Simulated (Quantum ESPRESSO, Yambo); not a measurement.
Planning a run of Yambo 5.3.0 on SnSe2 (1T monolayer). The input:

```
optics
bss
bse
em1s
dipoles
rim_cut
rim_w
RandQpts= 3000000
RandGvec= 100 RL
CUTGeo= "slab z"
RandGvecW= 9 RL
Chimod= "HARTREE"
BSKmod= "SEX"
BSEmod= "resonant"
BSSmod= "d"
BSENGexx= 30 Ry
BSENGBlk= 4 Ry
% BSEQptR
 1 | 1 |
%
% BSEBands
 31 | 36 |
%
% BEnRange
 0 | 5 | eV
%
% BDmRange
 0.1 | 0.1 | eV
%
BEnSteps= 101
% BLongDir
 1 | 0 | 0 |
%
% BndsRnXs
 1 | 68 |
%
NGsBlkXs= 4 Ry
% LongDrXs
 1 | 1 | 0 |
%
% KfnQP_E
 1.129 | 1.0 | 1.0 |
%
WRbsWF
```

```sh
OMP_NUM_THREADS=1 mpirun -n 4 yambo -F bse11.in -J bse11 -C bse11 > bse11.log
```

The stored states that it reads are on a 12×12×1 mesh. The cell holds 3 atoms: 1 Sn and 2 Se. Its edges and angles: a = 3.872 Å, b = 3.872 Å, c = 15.000 Å, α = 90.0°, β = 90.0°, γ = 120.0°. Vacuum lies along c.

Estimate wall time and host memory on 4 MPI ranks of Arm Neoverse V1, shared host.

It took 15 min; on shared hardware allow 7.3 min to 29 min. Peak host memory was 3.8 GiB.

The kernel grows as the square of the matrix size, and full diagonalisation as its cube.

[Paths, hosts, dates, memory and timing lines, banners, echoed tables and standing remarks are left out of the program output.]

[Logs are printed without paths, hosts, clocks, repeated set-up lines and the standing remarks that a program may print on its own settings, such as how far it seeks lower states.]

[Runs of the session that timed out or met a known fault of the program may be left out.]

[Hosts, paths, dates, database ids (printed as entryN), source tags and the programs' standing remarks are cut or masked in the printed files.]
